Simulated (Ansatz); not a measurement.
## Be4Sb2Se (built on the Ca4Sb2O structure): a soft mode frozen in

Aim: this structure of Be4Sb2Se (built on the Ca4Sb2O structure) is to be tested for unstable modes, and one is followed downhill.

Method: DFT LDA, scalar-relativistic, plane waves, norm-conserving pseudopotentials, in Ansatz 0.2.0.

The structure was built from a prototype and need not be the compound's stable phase.

### Step 1. The structure

The structure is tetragonal, space group I4/mmm (No. 139). Conventional cell: a = 4.446 Å, b = 4.446 Å, c = 12.397 Å, α = 90.00°, β = 90.00°, γ = 90.00°. Nearest to Be lie 2 Se at 2.22 Å. Nearest to Be lie 1 Se at 2.14 Å and 1 Sb at 2.34 Å. Nearest to Sb lie 1 Be at 2.34 Å. Se has 6 Be at 2.14 to 2.22 Å nearest. Farther neighbours, and contacts between anions beyond the nearest, are not listed.

As a file:

```cif
data_structure
_symmetry_space_group_name_H-M 'I4/mmm'
_symmetry_Int_Tables_number 139
_cell_length_a 4.4460
_cell_length_b 4.4460
_cell_length_c 12.3975
_cell_angle_alpha 90.000
_cell_angle_beta 90.000
_cell_angle_gamma 90.000
_cell_volume 245.06
loop_
_atom_site_label
_atom_site_type_symbol
_atom_site_symmetry_multiplicity
_atom_site_Wyckoff_symbol
_atom_site_fract_x
_atom_site_fract_y
_atom_site_fract_z
_atom_site_occupancy
Be1 Be 4 c 0.00000 0.50000 0.00000 1
Be2 Be 4 e 0.00000 0.00000 0.32723 1
Sb1 Sb 4 e 0.00000 0.00000 0.13849 1
Se1 Se 2 b 0.50000 0.50000 0.00000 1
```

### Step 2. Modes at Γ

The zone centre is the only wavevector solved here; it holds the modes that light can see. No field response is asked, since the mesh shows no gap.

The input, input.yaml:

```yaml
crystal:
  lattice:
    - [-2.2229795193, 2.2229795193, 6.1987300739]
    - [2.2229795193, -2.2229795193, 6.1987300739]
    - [2.2229795193, 2.2229795193, -6.1987300739]
  atoms:
    - { symbol: Be, position: [0.5, 0.0, 0.5] }
    - { symbol: Be, position: [0.0, 0.5, 0.5] }
    - { symbol: Be, position: [0.327226484, 0.327226484, 0.0] }
    - { symbol: Be, position: [0.672773516, 0.672773516, 0.0] }
    - { symbol: Sb, position: [0.1384922213, 0.1384922213, 0.0] }
    - { symbol: Sb, position: [0.8615077787, 0.8615077787, 0.0] }
    - { symbol: Se, position: [0.5, 0.5, 0.0] }
kpoints:
  mp_grid: { grid: [12, 12, 12] }
hamiltonian:
  xc: lda
  pseudopotentials: { kind: nc }
scf:
  occupations: { method: methfessel_paxton, width: 0.2 }
output:
  eigenvalues: true
phonons:
  method: dfpt
```

Command:

```bash
> ansatz run input.yaml --threads 8 --pin off --max-ram 14336MiB --backend cpu --events-out ev --progress --plain --runs-dir out
```

Output:

```text
zone centre: on kpoints.mp_grid the ground state, and the responses unless they are solved on pairs of k-points, stand on 280 of the mesh's 1728 k-points, reduced under 4 symmetry operations, with k and −k counted as one. Each operation leaves every solved displacement unchanged or reverses it
Engine: ansatz 0.2.0, x86_64-unknown-linux-gnu
Pseudopotentials: kind: nc
Pseudopotential: Be, nc, valence charge 4, recommended cutoff 1197.300995 eV (normal), Be.nc.azcp (PseudoDojo's, or run here from an input of PseudoDojo's: the run reads no file of this project's for it)
Pseudopotential: Sb, nc, valence charge 15, recommended cutoff 1142.878222 eV (normal), Sb.nc.azcp (PseudoDojo's, or run here from an input of PseudoDojo's: the run reads no file of this project's for it)
Pseudopotential: Se, nc, valence charge 16, recommended cutoff 1170.089609 eV (normal), Se.nc.azcp (PseudoDojo's, or run here from an input of PseudoDojo's: the run reads no file of this project's for it)
Functional definition: SPW92
  exchange = slater_x
  correlation = pw_c
Crystal: 7 atoms, lattice volume = 122.528 Å³
Basis set: ecut = 1197.300995 eV, 11563 PW (Γ), exchange–correlation on 160×160×160 points (8 copies of the dense FFT grid, shifted against one another)
Bands: 38, of which v1, the nominal top of the filled ones, is band 31 counted from 1 (30 counted from 0)
Symmetry: 16 space group operations
k-points: 280 of 1728 (irreducible under 4 space group operations, time reversal used)
Non-local potential: Be, projectors of the file, l = 0: 2, l = 1: 2
Non-local potential: Sb, projectors of the file, l = 0: 2, l = 1: 2, l = 2: 2
Non-local potential: Se, projectors of the file, l = 0: 2, l = 1: 2, l = 2: 2
Initial density: superposition of atomic densities (chi_scale 0.1, normalization cell, long waves kept (reshape's long-wave potential 0.12 eV rms))
Initial wavefunctions: pseudopotential atomic-orbital guess
Functional: x = slater, c = lda
SCF iter   1: F=—  HF=-9736.479814 eV  |F-HF|=—  |Δ(HF+E_count)|=         —  Δρ=4.19e-2  dr2=4.16e0  ethr=3.10e-3  ⟨swp⟩=9.1  Hψ=54570  notcnv=0
preconditioner: auto → Kerker (q_TF=auto, 2.435 Å⁻¹)  [metal: Δε(μ)=0.013 eV  Ē_g=7.815 eV  σ=0.200 eV  W_gap=0.06  n_scr=32 (ndim 8)  ℏωp=16.4 eV  f_vac=0.000  D(μ)=1.44/eV (n_scr^D=2)]
SCF iter   2: F=—  HF=-9735.618353 eV  |F-HF|=—  |Δ(HF+E_count)|=   8.61e-1  S|Δr|=    0.00e0  Δρ=2.36e-2  dr2=1.43e0  ethr=3.10e-3  ⟨swp⟩=3.0  Hψ=18665  notcnv=0  defer=236
SCF iter   3: F=—  HF=-9735.215718 eV  |F-HF|=—  |Δ(HF+E_count)|=   4.03e-1  S|Δr|=    0.00e0  Δρ=3.77e-3  dr2=2.74e-2  ethr=2.30e-3  ⟨swp⟩=3.0  Hψ=16522  notcnv=0  defer=238
SCF iter   4: F=—  HF=-9735.211130 eV  |F-HF|=—  |Δ(HF+E_count)|=   4.59e-3  S|Δr|=    0.00e0  Δρ=6.49e-4  dr2=1.22e-3  ethr=4.42e-5  ⟨swp⟩=2.1  Hψ=16388  notcnv=0  defer=382
SCF iter   5: F=—  HF=-9735.210913 eV  |F-HF|=—  |Δ(HF+E_count)|=   2.18e-4  S|Δr|=    0.00e0  Δρ=2.33e-4  dr2=1.08e-4  ethr=1.97e-6  ⟨swp⟩=2.6  Hψ=17487  notcnv=0  defer=382
SCF iter   6: F=—  HF=-9735.210886 eV  |F-HF|=—  |Δ(HF+E_count)|=   2.69e-5  S|Δr|=    0.00e0  Δρ=1.15e-4  dr2=1.66e-5  ethr=1.75e-7  ⟨swp⟩=2.0  Hψ=16436  notcnv=0  defer=382
SCF iter   7: F=—  HF=-9735.210894 eV  |F-HF|=—  |Δ(HF+E_count)|=   8.74e-6  S|Δr|=    0.00e0  Δρ=3.03e-5  dr2=2.01e-6  ethr=2.67e-8  ⟨swp⟩=2.2  Hψ=15422  notcnv=0  defer=382
SCF iter   8: F=—  HF=-9735.211294 eV  |F-HF|=—  |Δ(HF+E_count)|=   4.00e-4  S|Δr|=    0.00e0  Δρ=9.69e-6  dr2=9.29e-8  ethr=3.24e-9  ⟨swp⟩=2.1  Hψ=16671  notcnv=0  defer=382
SCF iter   9: F=—  HF=-9735.211294 eV  |F-HF|=—  |Δ(HF+E_count)|=   4.29e-9  S|Δr|=    0.00e0  Δρ=1.38e-6  dr2=2.81e-9  ethr=1.50e-10  ⟨swp⟩=2.0  Hψ=16930  notcnv=0  defer=382
SCF iter  10: F=—  HF=-9735.211294 eV  |F-HF|=—  |Δ(HF+E_count)|=  4.27e-10  S|Δr|=    0.00e0  Δρ=2.76e-7  dr2=1.06e-10  ethr=4.53e-12  ⟨swp⟩=2.4  Hψ=17127  notcnv=0  defer=382
SCF iter  11: F=-9735.211294 eV  HF=-9735.211294 eV  |F-HF|=0.00e0  |Δ(HF+E_count)|=  1.09e-11  S|Δr|=    0.00e0  Δρ=7.74e-8  dr2=5.89e-12  ethr=1.00e-12  ⟨swp⟩=17.5  Hψ=76271  notcnv=0
SCF 1 converged in 11 iterations: F = -9735.211294 eV  dr2 = 5.89e-12
DFPT response loops at Γ: preconditioner auto → Kerker (q_TF=auto, 2.435 Å⁻¹) (partly filled bands, converged f_vac=0.000); β = 1.00, the filter's whole step (`scf.mixing.beta` (0.50) is not read by the response loops under this deck's `scf.mixing.preconditioner`; to damp them name `kerker` or `kerker_dos`, under which they read `scf.mixing.beta`, and type it under 1.00, their step now; both keys bind the ground state too); Broyden in place of MSR1
the response loops of the zone centre start from zero, take more passes and end by a threshold: the memory limit or budget leaves too little room for the subspace of the ground state's own states beside the solves, or none could be made (phonons.method)
SCF converged after 11 iterations
Stability not checked: this state was not tested for a lower state beside it, because cold or Methfessel-Paxton smearing, or corrected tetrahedra, fill the levels in a way that the test cannot read (fill_not_monotonic; see scf.lower_state_search)
Free energy (F): -9735.211294 eV
Harris-Foulkes:  -9735.211294 eV  (|F-HF|=0.00e0)
Internal energy: -9735.214335 eV  (E = F + TS)
E sigma→0 (E₀):  -9735.212054 eV
Entropy (-TS):   0.003041 eV (0.434 meV/atom)
Fermi energy:    9.050920 eV
--- Per-component energies (eV) ---
  E_band       = -1431.034560
  E_kinetic    = 5952.776325
  E_local      = -7767.000848  (includes V_loc(G=0)·N_el)
  E_nonlocal   = -3322.414532
  E_hartree    = 2625.267507
  E_xc         = -2116.231424
  E_vxc        = -1544.930509  (∫ρ·V_xc dr)
  E_ewald      = -5107.611364
  E_smearing   = 0.003041  (= −TS)
  E_closure    = 0.000000  (closes the sum)
  Σ components = -9735.211294   (vs F -9735.211294, Δ=0.00e0)
--- Band table (eV; the first three rows and the last of 280) ---
  k-point 0: bands = [... 27 lower, 7.0689, 8.2756, 8.3241, 8.8641, 8.8641, 10.4505, 11.0922, 12.3745, ... 3 higher]
  k-point 1: bands = [... 27 lower, 7.3630, 8.1407, 8.2558, 8.2579, 9.2139, 10.8668, 11.1102, 12.5749, ... 3 higher]
  k-point 2: bands = [... 27 lower, 7.0397, 7.5443, 8.3029, 8.7434, 9.9625, 10.7671, 11.6063, 11.6882, ... 3 higher]
  k-point 279: bands = [... 27 lower, 7.7990, 7.7990, 8.2016, 8.7182, 8.8235, 8.8235, 10.9748, 11.1552, ... 3 higher]
--- Phonons (Γ-DFPT): 9 representative perturbations + reference, on 280 of 1728 k-points (Σ response iterations 69) ---
  k mesh reduced under 4 symmetry operations, with k and −k counted as one. Each operation leaves every solved displacement unchanged or reverses it
  ASR residual: 1.141e-4 → 0.000e0 eV/Å²; symmetrization residual: 3.789e-5 eV/Å²
  ASR residual per site (eV/Å²): 3.92e-5 3.92e-5 1.54e-5 1.54e-5 9.44e-5 9.44e-5 1.14e-4
  Γ frequencies (cm⁻¹): -353.07 -353.07 -314.13 -314.13 -241.83 -185.32 -185.32 -165.64 0.00 0.00 0.00 66.10 66.10 85.96 85.96 139.40 151.63 467.30 467.30 597.95 629.50
  non-analytic LO–TO correction: not included (Born effective charges unavailable; polar crystals: no LO–TO splitting at Γ)
```

It took 11 min on 8 threads of AMD EPYC 9B45 (Zen 5), shared host; peak memory 11 GiB; 88 min of CPU time.

In the SCF lines HF is the Harris–Foulkes energy and dr2 the Hartree energy of the density residual, in eV; the loop may stop once dr2 is under the threshold and the program's other checks hold. Hψ counts applications of the Hamiltonian.

Read from the output:

```
volume per atom                                         : 17.50 Å³
gap on the k-mesh                                       : 0 eV
sum-rule residual before enforcement                    : 1.14e-4 eV/Å²
point group                                             : 4/mmm
highest optical mode at the zone centre (no LO-TO term) : 629.5 cm⁻¹
lowest optical zone-centre mode                         : -353.1 cm⁻¹
```

Patterns of degenerate modes are one choice out of their space. The modes at Γ (shares of kinetic energy by element, %) (negative means imaginary):

| mode | frequency (cm⁻¹) | symmetry | Be % | Sb % | Se % |
| --- | --- | --- | --- | --- | --- |
| 1 | -353.1 | Eu | 95 | 1 | 4 |
| 2 | -353.1 | Eu | 95 | 1 | 4 |
| 3 | -314.1 | Eg | 100 | 0 | 0 |
| 4 | -314.1 | Eg | 100 | 0 | 0 |
| 5 | -241.8 | B2u | 100 | 0 | 0 |
| 6 | -185.3 | Eu | 88 | 0 | 12 |
| 7 | -185.3 | Eu | 88 | 0 | 12 |
| 8 | -165.6 | A2u | 84 | 0 | 16 |
| 9 | 0.0 | acoustic | 10 | 68 | 22 |
| 10 | 0.0 | acoustic | 10 | 68 | 22 |
| 11 | 0.0 | acoustic | 10 | 68 | 22 |
| 12 | 66.1 | Eg | 0 | 100 | 0 |
| 13 | 66.1 | Eg | 0 | 100 | 0 |
| 14 | 86.0 | Eu | 16 | 31 | 53 |
| 15 | 86.0 | Eu | 16 | 31 | 53 |
| 16 | 139.4 | A1g | 2 | 98 | 0 |
| 17 | 151.6 | A2u | 12 | 30 | 57 |
| 18 | 467.3 | Eu | 91 | 0 | 9 |
| 19 | 467.3 | Eu | 91 | 0 | 9 |
| 20 | 598.0 | A1g | 98 | 2 | 0 |
| 21 | 629.5 | A2u | 93 | 2 | 5 |

Displacements in mode 2 (-353.1 cm⁻¹), the largest set to 1:
```
Be1  0.00 -0.16  0.00
Be2  0.00 -0.06  0.00
Be3  0.00  1.00  0.00
Be4  0.00  1.00  0.00
Sb5  0.00 -0.03  0.00
Sb6  0.00 -0.03  0.00
Se7  0.00 -0.10  0.00
```

Displacements in mode 16 (139.4 cm⁻¹), the largest set to 1:
```
Be1  0.00  0.00  0.00
Be2  0.00  0.00  0.00
Be3  0.00  0.00 -0.49
Be4  0.00  0.00  0.49
Sb5  0.00  0.00 -1.00
Sb6  0.00  0.00  1.00
Se7  0.00  0.00  0.00
```

Before it was imposed, the acoustic sum rule was missed by 1.1e-4 eV/Å². Small misses are needed for a sound result but don't prove that mesh and cutoff are converged. The lowest optical mode is imaginary, 353.1i cm⁻¹, so the energy falls along it.

### Step 3. The mode frozen in, largest atomic shift 0 Å

The mode followed lies at Γ with frequency 353.1i cm⁻¹ and is 2-fold degenerate, the softest among the wavevectors solved. At small amplitude the pattern taken leaves space group no. 42 by a symmetry search on the positions. The undistorted cell that holds it gives the zero of energy on the same k mesh.

Changes to input.yaml since step 2:

```diff
@@ -21,4 +21,4 @@
 output:
+  forces: true
+  stress: true
   eigenvalues: true
-phonons:
-  method: dfpt
```

Output:

```text
[...]
k-point 0: bands = [... 27 lower, 7.0689, 8.2757, 8.3242, 8.8641, 8.8641, 10.4505, 11.0922, 12.3745, ... 3 higher]
  k-point 1: bands = [... 27 lower, 7.3630, 8.1407, 8.2558, 8.2579, 9.2140, 10.8668, 11.1103, 12.5750, ... 3 higher]
  k-point 2: bands = [... 27 lower, 7.0398, 7.5444, 8.3029, 8.7434, 9.9626, 10.7671, 11.6063, 11.6882, ... 3 higher]
  k-point 162: bands = [... 27 lower, 7.7990, 7.7990, 8.2016, 8.7183, 8.8235, 8.8235, 10.9748, 11.1553, ... 3 higher]
[key lines of the parts left out:]
SCF converged after 8 iterations
Free energy (F): -9735.211294 eV
Fermi energy:    9.050944 eV
P = ⅓ Tr σ = 0.0008 GPa (0.008 kbar)
```

It took 6.6 s on 8 threads; peak memory 2.5 GiB.

This step gave:

| Property | Result |
| --- | --- |
| pressure | 8.37e-4 GPa |
| energy from the undistorted cell | 0 meV/atom |

The run ends at a pressure of 0.00 GPa, with forces up to 8.5e-4 eV/Å.

### Step 4. The mode frozen in, largest atomic shift 0.6 Å

The atoms are moved along the unstable eigenvector, the largest shift by 0.6 Å, with the cell fixed.

input.yaml, the sections that differ from step 3:

```yaml
crystal:
  lattice:
    - [-2.2229795193, 2.2229795193, 6.1987300739]
    - [2.2229795193, -2.2229795193, 6.1987300739]
    - [2.2229795193, 2.2229795193, -6.1987300739]
  atoms:
    - { symbol: Be, position: [0.5151164744, -0.0058516321, 0.5092648422] }
    - { symbol: Be, position: [0.0058516321, 0.4848835256, 0.4907351578] }
    - { symbol: Be, position: [0.2317995885, 0.4226533795, 0.0] }
    - { symbol: Be, position: [0.5773466205, 0.7682004115, 0.0] }
    - { symbol: Sb, position: [0.1416978377, 0.1352866049, 0.0] }
    - { symbol: Sb, position: [0.8647133951, 0.8583021623, 0.0] }
    - { symbol: Se, position: [0.5095023388, 0.4904976612, 0.0] }
# kpoints, hamiltonian, scf, output: as in step 3
```

Output:

```text
[...]
Crystal: 7 atoms, lattice volume = 122.528 Å³
Basis set: ecut = 1197.300995 eV, 11563 PW (Γ), FFT grids on a1+a3, a2+a3, a3
Bands: 38, of which v1, the nominal top of the filled ones, is band 31 counted from 1 (30 counted from 0)
Symmetry: 4 space group operations
[...]
k-points: 280 of 1728 (time reversal used)
[...]
k-point 0: bands = [... 27 lower, 7.3463, 8.0501, 8.4370, 8.7920, 8.9232, 9.9659, 11.4313, 12.4765, ... 3 higher]
  k-point 1: bands = [... 27 lower, 7.7511, 7.9286, 8.0887, 8.7871, 8.8114, 10.3491, 11.4776, 12.4734, ... 3 higher]
  k-point 2: bands = [... 27 lower, 6.9638, 7.9713, 8.0808, 9.0275, 9.5507, 10.8959, 11.0865, 11.9974, ... 3 higher]
  k-point 279: bands = [... 27 lower, 7.2722, 7.6901, 8.1503, 8.2206, 8.9571, 8.9918, 10.4759, 11.2511, ... 3 higher]
[key lines of the parts left out:]
SCF converged after 8 iterations
Free energy (F): -9736.268432 eV
Fermi energy:    8.923625 eV
P = ⅓ Tr σ = -1.4229 GPa (-14.229 kbar)
```

It took 17 s on 8 threads; peak memory 3.4 GiB; 2.2 min of CPU time.

This step gave:

- pressure: -1.423 GPa
- energy from the undistorted cell: -150.9 meV/atom

The energy, extrapolated to zero smearing, is -150.87 meV/atom against the undistorted cell.

The run ends at a pressure of -1.42 GPa, with forces up to 0.95 eV/Å.

### Step 5. Energy along the mode, all amplitudes (two of the runs are shown above)

An imaginary frequency means negative curvature, so the energy should fall and then rise again as anharmonic terms take over.

Numbers from this step:

* depth at the lowest point sampled: 150.9 meV/atom
* largest atomic shift at that point: 0.6 Å

The energy from the parent by largest atomic shift:

| largest atomic shift (Å) | energy from the parent (meV/atom) |
| --- | --- |
| 0.000 | 0 |
| 0.040 | -1.01 |
| 0.080 | -4.02 |
| 0.140 | -12.1 |
| 0.220 | -28.9 |
| 0.320 | -57.6 |
| 0.450 | -102 |
| 0.600 | -151 |

Displacement at unit largest shift by atom:

| atom | x (Å) | y (Å) | z (Å) | size |
| --- | --- | --- | --- | --- |
| Be1 | -0.043 | 0.112 | 0.000 | 0.120 |
| Be2 | -0.112 | 0.043 | 0.000 | 0.120 |
| Be3 | 0.707 | -0.707 | 0.000 | 1.000 |
| Be4 | 0.707 | -0.707 | 0.000 | 1.000 |
| Sb5 | -0.024 | 0.024 | 0.000 | 0.034 |
| Sb6 | -0.024 | 0.024 | 0.000 | 0.034 |
| Se7 | -0.070 | 0.070 | 0.000 | 0.099 |

The energy still falls at the last step, so the rise lies beyond the steps tried.

(Part 1 of 3 ends here.)

[Long decimals in the printed logs are rounded to 6 places.]

[Logs are printed without paths, hosts, clocks, repeated set-up lines and the standing remarks that a program may print on its own settings, such as how far it seeks lower states.]

[Hosts, paths, dates, database ids (printed as entryN), source tags and the programs' standing remarks are cut or masked in the printed files.]

[Where the starting crystal was built by hand or by swapping elements, it need not be the compound's stable phase.]
